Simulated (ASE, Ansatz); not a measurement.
# Twisted blue phosphorene bilayer, 77.90° (124 atoms): support functions against a reference

Wanted: errors and times of a linear-scaling basis for twisted blue phosphorene bilayer, 77.90° (124 atoms). A setting counts as converged where the r.m.s. difference of forces stays under 1 % of the r.m.s. force.

Method: Kohn-Sham DFT, PBE+D4, PAW (set soft_2), plane waves, in Ansatz 0.2.0.

## Step 1: The starting structure

The cell holds 124 atoms: 124 P. Its edges and angles: a = 18.262 Å, b = 18.262 Å, c = 17.960 Å, α = 90.0°, β = 90.0°, γ = 120.0°. It derives from P (blue phosphorene). Blue phosphorene (a = 3.28 Å) under blue phosphorene (a = 3.28 Å), bilayer, commensurate cell of 31 unit cells a layer, twist 77.90 deg; facing planes 3.48 Å apart; 12 Å of vacuum; layers as built, displaced by a Gaussian of 0.01 Å. Regions: layer 1, 62 atoms (62 P); layer 2, 62 atoms (62 P). Vacuum lies along c.

What the set-up can't give: Beside vacuum, support functions can miss their usual error bounds without a warning. Sampling is at Γ alone, for a cell whose shortest periodic width is 16 Å.

## Step 2: Plane-wave single point

This run is the reference for what follows, at a cutoff of 420 eV.

input.yaml reads:

```yaml
crystal:
  lattice:
    - [18.2623, 0.0, 0.0]
    - [-9.13115, 15.81562, 0.0]
    - [0.0, 0.0, 17.96]
  atoms:
    - { symbol: P, position: [0.07527, 0.11783, 0.40273] }
    - { symbol: P, position: [0.11712, 0.04261, 0.33442] }
    - { symbol: P, position: [0.1064, 0.31062, 0.40186] }
    - { symbol: P, position: [0.15116, 0.23662, 0.33379] }
    - { symbol: P, position: [0.14065, 0.50627, 0.40364] }
    - { symbol: P, position: [0.18276, 0.42949, 0.33325] }
    - { symbol: P, position: [0.17282, 0.6985, 0.40239] }
    - { symbol: P, position: [0.2154, 0.62364, 0.33421] }
    - { symbol: P, position: [0.20516, 0.89313, 0.40327] }
    - { symbol: P, position: [0.24826, 0.81766, 0.33397] }
    - { symbol: P, position: [0.23601, 0.08542, 0.40284] }
    - { symbol: P, position: [0.27977, 0.01112, 0.33354] }
    - { symbol: P, position: [0.26928, 0.28065, 0.40198] }
    - { symbol: P, position: [0.31147, 0.20333, 0.3339] }
    - { symbol: P, position: [0.30095, 0.47341, 0.40273] }
    - { symbol: P, position: [0.34499, 0.39796, 0.33429] }
    - { symbol: P, position: [0.33357, 0.66657, 0.40311] }
    - { symbol: P, position: [0.37646, 0.59133, 0.33472] }
    - { symbol: P, position: [0.36656, 0.86135, 0.40323] }
    - { symbol: P, position: [0.40793, 0.78466, 0.33336] }
    - { symbol: P, position: [0.39757, 0.05344, 0.40267] }
    - { symbol: P, position: [0.44152, 0.97905, 0.33239] }
    - { symbol: P, position: [0.42985, 0.24677, 0.40408] }
    - { symbol: P, position: [0.47325, 0.1725, 0.33404] }
    - { symbol: P, position: [0.46216, 0.44133, 0.40279] }
    - { symbol: P, position: [0.50524, 0.36575, 0.33359] }
    - { symbol: P, position: [0.49397, 0.63422, 0.40237] }
    - { symbol: P, position: [0.53779, 0.55934, 0.33445] }
    - { symbol: P, position: [0.52671, 0.82816, 0.40334] }
    - { symbol: P, position: [0.56925, 0.75212, 0.33417] }
    - { symbol: P, position: [0.55867, 0.02185, 0.40286] }
    - { symbol: P, position: [0.60185, 0.94586, 0.33437] }
    [... 86 atom lines left out ...]
    - { symbol: P, position: [0.89287, 0.2049, 0.66565] }
    - { symbol: P, position: [0.84943, 0.08649, 0.59782] }
    - { symbol: P, position: [0.05228, 0.39752, 0.66509] }
    - { symbol: P, position: [0.01082, 0.2793, 0.59769] }
    - { symbol: P, position: [0.08543, 0.23621, 0.6671] }
    - { symbol: P, position: [0.04407, 0.1191, 0.59596] }
kpoints:
  mp_grid: { grid: [1, 1, 1] }
hamiltonian:
  xc: pbe
  dispersion: d4
scf:
  occupations: { method: fixed }
output:
  forces: true
  populations: true
  dos:
    method: { smearing: { sigma: 0.1 } }
    de: 0.1
    projected:
      site_lists:
        P: [P]
        layer_1: [0, 1, 2, 3, 4, 5, 6, 7, 8, 9, 10, 11, 12, 13, 14, 15, 16, 17, 18, 19, 20, 21, 22, 23, 24, 25, 26, 27, 28, 29, 30, 31, 32, 33, 34, 35, 36, 37, 38, 39, 40, 41, 42, 43, 44, 45, 46, 47, 48, 49, 50, 51, 52, 53, 54, 55, 56, 57, 58, 59, 60, 61]
        layer_2: [62, 63, 64, 65, 66, 67, 68, 69, 70, 71, 72, 73, 74, 75, 76, 77, 78, 79, 80, 81, 82, 83, 84, 85, 86, 87, 88, 89, 90, 91, 92, 93, 94, 95, 96, 97, 98, 99, 100, 101, 102, 103, 104, 105, 106, 107, 108, 109, 110, 111, 112, 113, 114, 115, 116, 117, 118, 119, 120, 121, 122, 123]
  eigenvalues: true
  write_density: true
  write_potential: true
  volumetric_format: npy
```

On the command line:

```sh
ansatz run input.yaml --threads 8 --pin off --max-ram 15872MiB --backend cpu --events-out ev --progress --plain --runs-dir out
```

Numbers of over 12 decimals in the logs are rounded to 6 here.

The log of the run:

```text
Engine: ansatz 0.2.0, aarch64-unknown-linux-gnu
Pseudopotentials: kind: paw
Pseudopotential: P, paw, valence charge 5, recommended cutoff 420 eV (normal), P.paw.azcp
[... 5 lines on functional and potentials left out ...]
Crystal: 124 atoms, lattice volume = 5187.380 Å³
Basis set: ecut = 420 eV, 101299 PW (Γ), exchange–correlation on 250×250×250 points (8 copies of the dense FFT grid, shifted against one another)
Bands: 434, of which v1, the nominal top of the filled ones, is band 310 counted from 1 (309 counted from 0)
Symmetry: 1 space group operations
Space group: P1 (ITA 1), of the structure as read, at distance tolerance 1.7e-4 Å
k-points: 1
[... 3 lines on functional and potentials left out ...]
Initial density: superposition of atomic densities (neutral atoms: chi_scale 0, normalization atom), corrected by the library's trained network
Initial wavefunctions: pseudopotential atomic-orbital guess
Functional: x = pbe(κ = 0.804, μ = 0.219515), c = pbe(β = 0.066725)
SCF iter   1: F=—  HF=-93735.391871 eV  |F-HF|=—  |Δ(HF+E_count)|=         —  Δρ=1.79e-3  dr2=8.54e-1  ethr=1.77e-3  ⟨swp⟩=7.0  Hψ=1901  notcnv=0  defer=118
preconditioner: auto → Resta (q_TF=auto, 1.915 Å⁻¹)  ε∞=3.1  [insulator: Δε(μ)=1.480 eV  Ē_g=8.789 eV  n_scr=622 (ndim 8)  ℏωp=12.8 eV  f_vac=0.448  ε∞_Penn≈3.1  vacuum switching on, ρ_ref=5.6e-3 e/Å³]
SCF iter   2: F=—  HF=-93735.303259 eV  |F-HF|=—  |Δ(HF+E_count)|=   8.86e-2  Δρ=1.26e-3  dr2=1.77e-1  ethr=1.38e-4  ⟨swp⟩=3.0  Hψ=791  notcnv=0  defer=121
SCF iter   3: F=—  HF=-93735.284597 eV  |F-HF|=—  |Δ(HF+E_count)|=   1.87e-2  Δρ=5.88e-4  dr2=4.02e-2  ethr=2.85e-5  ⟨swp⟩=3.0  Hψ=506  notcnv=0  defer=122
SCF iter   4: F=—  HF=-93735.283347 eV  |F-HF|=—  |Δ(HF+E_count)|=   1.25e-3  Δρ=2.22e-4  dr2=5.20e-3  ethr=6.49e-6  ⟨swp⟩=3.0  Hψ=607  notcnv=0  defer=122
SCF iter   5: F=—  HF=-93735.283979 eV  |F-HF|=—  |Δ(HF+E_count)|=   6.32e-4  Δρ=5.71e-5  dr2=6.67e-4  ethr=8.38e-7  ⟨swp⟩=3.0  Hψ=799  notcnv=0  defer=122
SCF iter   6: F=—  HF=-93735.284048 eV  |F-HF|=—  |Δ(HF+E_count)|=   6.95e-5  Δρ=2.00e-5  dr2=1.01e-4  ethr=1.08e-7  ⟨swp⟩=2.0  Hψ=484  notcnv=0  defer=120
SCF iter   7: F=—  HF=-93735.284054 eV  |F-HF|=—  |Δ(HF+E_count)|=   6.29e-6  Δρ=7.43e-6  dr2=9.76e-6  ethr=1.63e-8  ⟨swp⟩=2.0  Hψ=478  notcnv=0  defer=118
SCF iter   8: F=—  HF=-93735.284065 eV  |F-HF|=—  |Δ(HF+E_count)|=   1.10e-5  Δρ=3.21e-6  dr2=7.90e-7  ethr=1.57e-9  ⟨swp⟩=4.0  Hψ=714  notcnv=0  defer=118
SCF iter   9: F=—  HF=-93735.284066 eV  |F-HF|=—  |Δ(HF+E_count)|=   5.19e-7  Δρ=1.29e-6  dr2=2.92e-7  ethr=1.27e-10  ⟨swp⟩=2.0  Hψ=564  notcnv=0  defer=118
SCF iter  10: F=-93735.284066 eV  HF=-93735.284066 eV  |F-HF|=5.02e-9  |Δ(HF+E_count)|=   8.05e-9  Δρ=3.64e-7  dr2=1.37e-8  ethr=1.61e-11  ⟨swp⟩=24.0  Hψ=5471  notcnv=0
SCF 1 converged in 10 iterations: F = -93735.284066 eV  dr2 = 1.37e-8
  greatest PAW one-centre occupation: 0.821 electrons in one spin orbital (limit 2), on the P atom at site 123 (counted from 0), in its partial waves of l = 0
WARN: The output density's exchange-correlation potential varies sharply where the density is thin. Do not read a vacuum level from v_tot or v_xc, or from such a field of the output density. On a cell that repeats whose density bears no net charge and no dipole along the vacuum's axis use v_es (v_loc + v_h of the components); [...]
SCF converged after 10 iterations
Free energy (F): -93735.284066 eV
Harris-Foulkes:  -93735.284066 eV  (|F-HF|=5.02e-9)
Internal energy: -93735.284066 eV  (E = F + TS)
E sigma→0 (E₀):  -93735.284066 eV
Fermi energy:    0.034821 eV
--- Per-component energies (eV) ---
  E_band       = -3550.054415
  E_kinetic    = 8609.806025
  E_local      = -107755.665184  (includes V_loc(G=0)·N_el)
  E_nonlocal   = 4214.480605
  E_hartree    = 49881.333903
  E_xc         = -7560.412991
  E_vxc        = -7446.899580  (∫ρ·V_xc dr)
  E_paw        = -70597.526084  (= ΣΔE_a)
  E_vpaw       = -934.468925  (= ΣTr[D̂ρ^β])
  E_aug_tail   = 0.000406  (compensation charges beyond the density's cutoff)
  E_ewald      = 29507.779257
  E_disp       = -35.080005  (pairwise vdW)
  E_smearing   = -0.000000  (= −TS)
  E_closure    = 0.000000  (closes the sum)
  Σ components = -93735.284066   (vs F -93735.284066, Δ=0.00e0)
--- Forces (eV/Å), atoms counted from 1 ---
  atom   1  P     -0.05842689     0.13259015     0.00970489
  atom   2  P      0.20628352     0.03685361    -0.23253636
  atom   3  P      0.15666460     0.16756528     0.19560932
  atom   4  P     -0.09584204    -0.08312430    -0.12231102
  atom   5  P     -0.08614006    -0.23666487    -0.23105569
  atom   6  P     -0.15137761     0.11564333     0.13314967
  atom   7  P     -0.10724956     0.24822010     0.10262474
  atom   8  P      0.06653710    -0.06716947    -0.16018091
  atom   9  P     -0.05593442    -0.06893156    -0.11476830
  atom  10  P     -0.03551974     0.04071564     0.09287659
  atom  11  P      0.00674668    -0.02524923     0.03373604
  atom  12  P     -0.00601927    -0.07284006     0.00262701
  atom  13  P      0.12601631    -0.23672178     0.26950045
  atom  14  P      0.03874022     0.12280516     0.10693599
[...]
atom 123  P      0.08124401     0.00027799    -0.10113577
  atom 124  P     -0.25814446    -0.10169046     0.38545231
  max |Σ_I F_I| component: 6.10e-6 eV/Å
--- Band table (eV) ---
  k-point 0: bands = ["-14.6739", "-14.6195", "-14.1843", "-14.1729", [... 418 levels ...], "4.1186", "4.1276", "4.2412", "4.2570", "4.2647", "4.2678", "4.2795", "4.2878", "4.3063", "4.3184", "4.3218", "4.3384"]
--- Löwdin populations: 124 sites ---
  site symbol       q [e]
     0      P      4.9201
     1      P      4.9128
     2      P      4.9228
[...]
123      P      4.9216
  spilling = 0.016201 (of n_electrons = 620.000000)
```

Elapsed: 65 s, on 8 threads of Arm Neoverse V1, shared host; peak memory 5.9 GiB.

The program notes that the exchange-correlation potential is rough where the density is thin.

Numbers from this run:

| Quantity | Value |
| --- | --- |
| free energy | -93735.2841 eV |
| free energy per atom | -755.9297 eV/atom |
| SCF cycles | 10 |
| r.m.s. force component | 0.1389 eV/Å |
| longest force | 0.5173 eV/Å |
| Fermi energy | 0.03482 eV |
| gap (highest filled to lowest empty level) | 1.487 eV |
| potential in mid-vacuum, over the Fermi level | 5.645 eV |
| potential 4.5 Å over the upper face | 5.645 eV |
| potential 4.5 Å under the lower face | 5.645 eV |
| spilling of the projection | 0.0162 |

Length of the force by element:

| element | coordination | atoms | mean length of the force (eV/Å) | spread | least | most |
| --- | --- | --- | --- | --- | --- | --- |
| P | all | 124 | 0.222 | 0.0917 | 0.0393 | 0.517 |

The mean of these charges, 0.081 e, is only the charge that the projection spills.

Löwdin charges by element (they lack the spilled electrons, 0.081 e an atom on average):

| element | coordination | atoms | mean charge (e) | spread | least | most |
| --- | --- | --- | --- | --- | --- | --- |
| P | all | 124 | 0.081 | 0.0036 | 0.0746 | 0.0879 |

By region:

| region | atoms | mean length of the force (eV/Å) |
| --- | --- | --- |
| layer 1 | 62 | 0.217 |
| layer 2 | 62 | 0.228 |

Density of states as counts of states in windows of 1 eV (from the Fermi level), total and the larger projections:

| from (eV) | to (eV) | total | P p | layer 1 | layer 2 | P s |
| --- | --- | --- | --- | --- | --- | --- |
| -10 | -9 | 47.6 | 18.4 | 23.5 | 23.5 | 28.5 |
| -9 | -8 | 8.1 | 2.7 | 3.8 | 4.2 | 5.3 |
| -8 | -7 | 45.7 | 14.6 | 22.7 | 22.3 | 30.5 |
| -7 | -6 | 22.6 | 8.9 | 11.2 | 11.2 | 13.4 |
| -6 | -5 | 24.0 | 22.7 | 11.7 | 11.7 | 0.7 |
| -5 | -4 | 70.0 | 59.1 | 34.4 | 34.5 | 9.8 |
| -4 | -3 | 103.8 | 92.1 | 50.3 | 50.8 | 8.9 |
| -3 | -2 | 25.1 | 22.5 | 12.5 | 12.0 | 2.0 |
| -2 | -1 | 96.2 | 81.4 | 47.2 | 47.2 | 13.0 |
| -1 | 0 | 50.9 | 41.9 | 24.9 | 25.0 | 8.0 |
| 0 | 1 | 2.0 | 1.6 | 1.0 | 1.0 | 0.3 |
| 1 | 2 | 35.3 | 28.3 | 15.7 | 15.7 | 3.0 |
| 2 | 3 | 103.1 | 79.6 | 44.6 | 44.6 | 9.7 |
| 3 | 4 | 76.1 | 56.6 | 30.5 | 30.3 | 4.2 |

With fixed occupations the program's Fermi level is the highest filled level; weight inside the gap is the broadening of levels at its edges.

Between -15 and -10 eV lie 124 more states.

The levels nearest the highest filled one (over half full), pooled over k-points and spins:

| level less the highest filled one (eV) | occupation |
| --- | --- |
| -0.0499 | 2 |
| -0.0409 | 2 |
| -0.0365 | 2 |
| -0.0346 | 2 |
| -0.0158 | 2 |
| 0 | 2 |
| 1.49 | 0 |
| 1.51 | 0 |
| 1.52 | 0 |
| 1.52 | 0 |
| 1.53 | 0 |
| 1.53 | 0 |

Planar average of the electrostatic potential energy along the normal, with the Fermi level as zero, after a running mean with a triangular window 4 Å wide at its base:

| height (Å) | potential energy (eV) |
| --- | --- |
| 0.0 | 5.64 |
| 0.6 | 5.64 |
| 1.0 | 5.64 |
| 1.6 | 5.64 |
| 2.0 | 5.64 |
| 2.6 | 5.61 |
| 3.0 | 5.52 |
| 3.6 | 5.05 |
| 4.0 | 4.04 |
| 4.6 | 1.68 |
| 5.0 | -0.74 |
| 5.6 | -4.52 |
| 6.2 | -7.28 |
| 6.6 | -7.91 |
| 7.2 | -6.89 |
| 7.6 | -4.73 |
| 8.2 | -1.29 |
| 8.6 | 0.34 |
| 9.2 | 0.62 |
| 9.6 | -0.62 |
| 10.2 | -3.84 |
| 10.6 | -6.29 |
| 11.2 | -7.86 |
| 11.6 | -7.64 |
| 12.2 | -5.40 |
| 12.8 | -1.66 |
| 13.2 | 0.94 |
| 13.8 | 3.56 |
| 14.2 | 4.79 |
| 14.8 | 5.46 |
| 15.2 | 5.59 |
| 15.8 | 5.63 |
| 16.2 | 5.64 |
| 16.8 | 5.64 |
| 17.2 | 5.64 |
| 17.8 | 5.64 |

Electrostatic potential energy in the ca plane at fractional y = 0.011, with atoms of P within 0.2 Å of it. With pseudopotentials it is smooth inside the atoms' cores, unlike the true potential.

Ten even steps from '0' (-36 eV) to '9' (6 eV), each cell a mean:
```
99999999999999888899999999988889999999999999
99999999999998777678999999873237999999999999
99999999999998887668999999873127999999999999
99999999999999998889999999888889999999999999
99999999999999998889999998888889999999999999
99999999999999985336899999873237999999999999
99999999999999972002899999840004899999999999
99999999999999887667999998775468999999999999
99999999999998778899999984247899999999999999
99999999999999876447999987666578999999999999
99999999999999871002899999861016999999999999
99999999999998875336899997665468999999999999
99999999999984115889999960004899999999999999
99999999999985226789999962015899999999999999
99999999999999876336999998887789999999999999
99999999999998876557999998888889999999999999
99999999999983114789999973137899999999999999
99999999999971002799999960015899999999999999
99999999999998667889999987778999999999999999
99999999999999988889999999999999999999999999
99999999999997557899999998788899999999999999
99999999999984004789999986567789999999999999
99999999999997667899999998888889999999999999
99999999999999999999999999999999999999999999
```
Columns run along c (18.0 Å; values clipped at the 3rd and 97th percentile), rows up along a (18.3 Å). Atoms in or near the plane, at fractional coordinates: P at (0.33, 0.28), P at (0.40, 0.56), P at (0.67, 0.73), P at (0.60, 0.46).

Valence density in the ca plane at fractional y = 0.011, with atoms of P within 0.2 Å of it. It is the smooth field of the valence electrons, not physical close to the nuclei.

Ten even steps from '0' (0.00 e/Å³) to '9' (0.72 e/Å³), each cell a mean:
```
00000000000001222211000001122221000000000000
00000000000013578763100001368885200000000000
00000000000012357763100001368885200000000000
00000000000000112211000001233321000000000000
00000000000000112211000012333211000000000000
00000000000001246776310001367775200000000000
00000000000001258779410001376278300000000000
00000000000001235553100013578763100000000000
00000000000012444321000147886310000000000000
00000000000002357765200125799752100000000000
00000000000001258459510001369896200000000000
00000000000012479986310024689863100000000000
00000000000147898521000278587410000000000000
00000000000137899642100268687420000000000000
00000000000001358985200012455432000000000000
00000000000012357764200012334321000000000000
00000000000148778521000257776310000000000000
00000000000159558420000279687310000000000000
00000000000013555421000023443210000000000000
00000000000001122221000001111100000000000000
00000000000024665321000013443210000000000000
00000000000148999521000136898632000000000000
00000000000013555321000012344321000000000000
00000000000000111100000000111100000000000000
```
Columns run along c (18.0 Å), rows up along a (18.3 Å). Atoms in or near the plane, at fractional coordinates: P at (0.33, 0.28), P at (0.40, 0.56), P at (0.67, 0.73), P at (0.60, 0.46).

Löwdin charges run from +0.07 to +0.09 e, about a mean that is the spilled charge alone. The largest share in the top eV of filled states is P p (84 % of the projected weight), and in the lowest eV of empty states P p (89 % of the projected weight). The potential stands 5.64 eV above the highest filled level over the upper face and 5.64 eV under the lower one, a reading of the ionisation potential at this level on the run's k-points.

## Step 3: Distances and neighbours

Bonds and neighbours are counted at the geometry of the runs.

Normalised to the volume that the atoms fill. Pair distribution function in bins of 0.2 Å:

| r (Å) | total |
| --- | --- |
| 2.20 | 4.29 |
| 2.40 | 0.04 |
| 2.60 | 0.00 |
| 2.80 | 0.00 |
| 3.00 | 0.00 |
| 3.20 | 3.90 |
| 3.40 | 0.26 |
| 3.60 | 0.17 |
| 3.80 | 0.11 |
| 4.00 | 1.55 |
| 4.20 | 0.06 |
| 4.40 | 0.15 |
| 4.60 | 0.13 |
| 4.80 | 0.24 |
| 5.00 | 0.37 |
| 5.20 | 1.91 |
| 5.40 | 0.30 |
| 5.60 | 1.49 |
| 5.80 | 0.42 |
| 6.00 | 0.27 |
| 6.20 | 0.36 |
| 6.40 | 0.31 |
| 6.60 | 1.31 |
| 6.80 | 0.31 |
| 7.00 | 1.19 |
| 7.20 | 0.31 |
| 7.40 | 0.23 |
| 7.60 | 0.69 |

Bonds by pair of elements; cutoffs follow the first minimum of g(r), held within bounds set by covalent radii, and pairs that aren't listed don't count as bonded:

| pair A-B | cutoff (Å) | bonds | mean length (Å) | spread (Å) | shortest (Å) | B about A | A about B |
| --- | --- | --- | --- | --- | --- | --- | --- |
| P-P | 2.68 | 186 | 2.26 | 0.013 | 2.22 | 3 | 3 |

How many atoms have how many bonded neighbours:

| element | mean | 3 |
| --- | --- | --- |
| P | 3 | 124 |

Bond angles (no mean is given where the spread exceeds 20°):

| angle | count | mean (°) | spread (°) |
| --- | --- | --- | --- |
| P-P-P | 372 | 92.9 | 0.5 |

By these cutoffs all P atoms have 3 bonded neighbours. The P-P-P angle averages 93° with a spread of 0.5°.

(Continued in part 2 of 2.)

[Logs are printed without paths, hosts, clocks, repeated set-up lines and the standing remarks that a program may print on its own settings, such as how far it seeks lower states.]

[Hosts, paths, dates, database ids (printed as entryN), source tags and the programs' standing remarks are cut or masked in the printed files.]
